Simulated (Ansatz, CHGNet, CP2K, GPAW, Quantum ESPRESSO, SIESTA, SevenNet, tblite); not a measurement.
## Generalised stacking fault on (111) (glide set) of a Ge-Si solid solution (72 atoms): runs against a plane-wave reference

The cell holds 72 atoms: 51 Ge and 21 Si. Its edges and angles: a = 6.849 Å, b = 11.862 Å, c = 19.579 Å, α = 90.0°, β = 88.3°, γ = 90.0°. Diamond-structure Ge (a = 5.5919 Å), cell with z along [111], 1 x 3 x 2 periods; the third cell vector is tilted by 0.083 of 1/2[11-2] and lengthened by 0.2 Å, so the cell holds one fault (glide set); displaced by a Gaussian of 0.01 Å; 21 of 72 Ge sites given to Si at random (lattice constant by Vegard's rule between Ge and Si) Then every atom was moved at random, 0.05 Å r.m.s. a Cartesian component.

Geometry: as built.

The reference, a calculation:

* method: Kohn-Sham DFT, PBE, PAW, plane waves (Ansatz 0.2.0); cutoff 420 eV, Γ point, fermi-dirac smearing of 0.05 eV; PAW set soft_2
* r.m.s. force component: 0.8462 eV/Å
* longest force: 2.816 eV/Å
* pressure: 3.278 GPa
* SCF cycles: 9
* time: 20 s on 8 threads of Arm Neoverse V1, shared host
* CPU time: 2.1 min

Runs, in no order:
A. SIESTA PBE, DZ, shift 0.01 Ry, mesh 300 Ry: Kohn-Sham DFT, PBE, PseudoDojo 0.4.1 norm-conserving pseudopotentials (converted to PSML), numerical atomic orbitals (DZ), diagonalisation
B. CP2K RPBE, PBE potentials, DZVP-UZH, 350/50 Ry, diagonalisation: Kohn-Sham DFT, RPBE, GTH-PBE pseudopotentials, Gaussian and plane waves, DZVP-MOLOPT (UZH set), diagonalisation
C. GPAW PBE, LCAO sz(dzp), h 0.2 Å: Kohn-Sham DFT, PBE, PAW, atomic orbitals (sz(dzp))
D. tblite GFN1-xTB: GFN1-xTB tight binding, diagonalisation
E. QE PBE, sssp-1.3.0-efficiency, 45/360 Ry: Kohn-Sham DFT, PBE, SSSP efficiency 1.3.0 pseudopotentials, plane waves

**Question.** Rank the runs by how far their forces lie from the reference's, least first.

E, B, A, D, C.

```tsv
run	Δ force, r.m.s. (meV/Å)	share of r.m.s. force (%)	CPU time
E. QE PBE, sssp-1.3.0-efficiency, 45/360 Ry	2.49	0.294	17 min
B. CP2K RPBE, PBE potentials, DZVP-UZH, 350/50 Ry, diagonalisation	26.3	3.11	4.7 min
A. SIESTA PBE, DZ, shift 0.01 Ry, mesh 300 Ry	154	18.2	2.5 min
D. tblite GFN1-xTB	216	25.6	8.7 s
C. GPAW PBE, LCAO sz(dzp), h 0.2 Å	317	37.5	87 s
```

Periodic xTB results under one method name differ between programs and library versions. The electronic-structure runs sample only Γ, in a cell whose shortest periodic width is 7 Å, which is coarse for a cell with partly filled levels.

[Long decimals in the printed logs are rounded to 6 places.]

[Logs are printed without paths, hosts, clocks, repeated set-up lines and the standing remarks that a program may print on its own settings, such as how far it seeks lower states.]

[Hosts, paths, dates, database ids (printed as entryN), source tags and the programs' standing remarks are cut or masked in the printed files.]
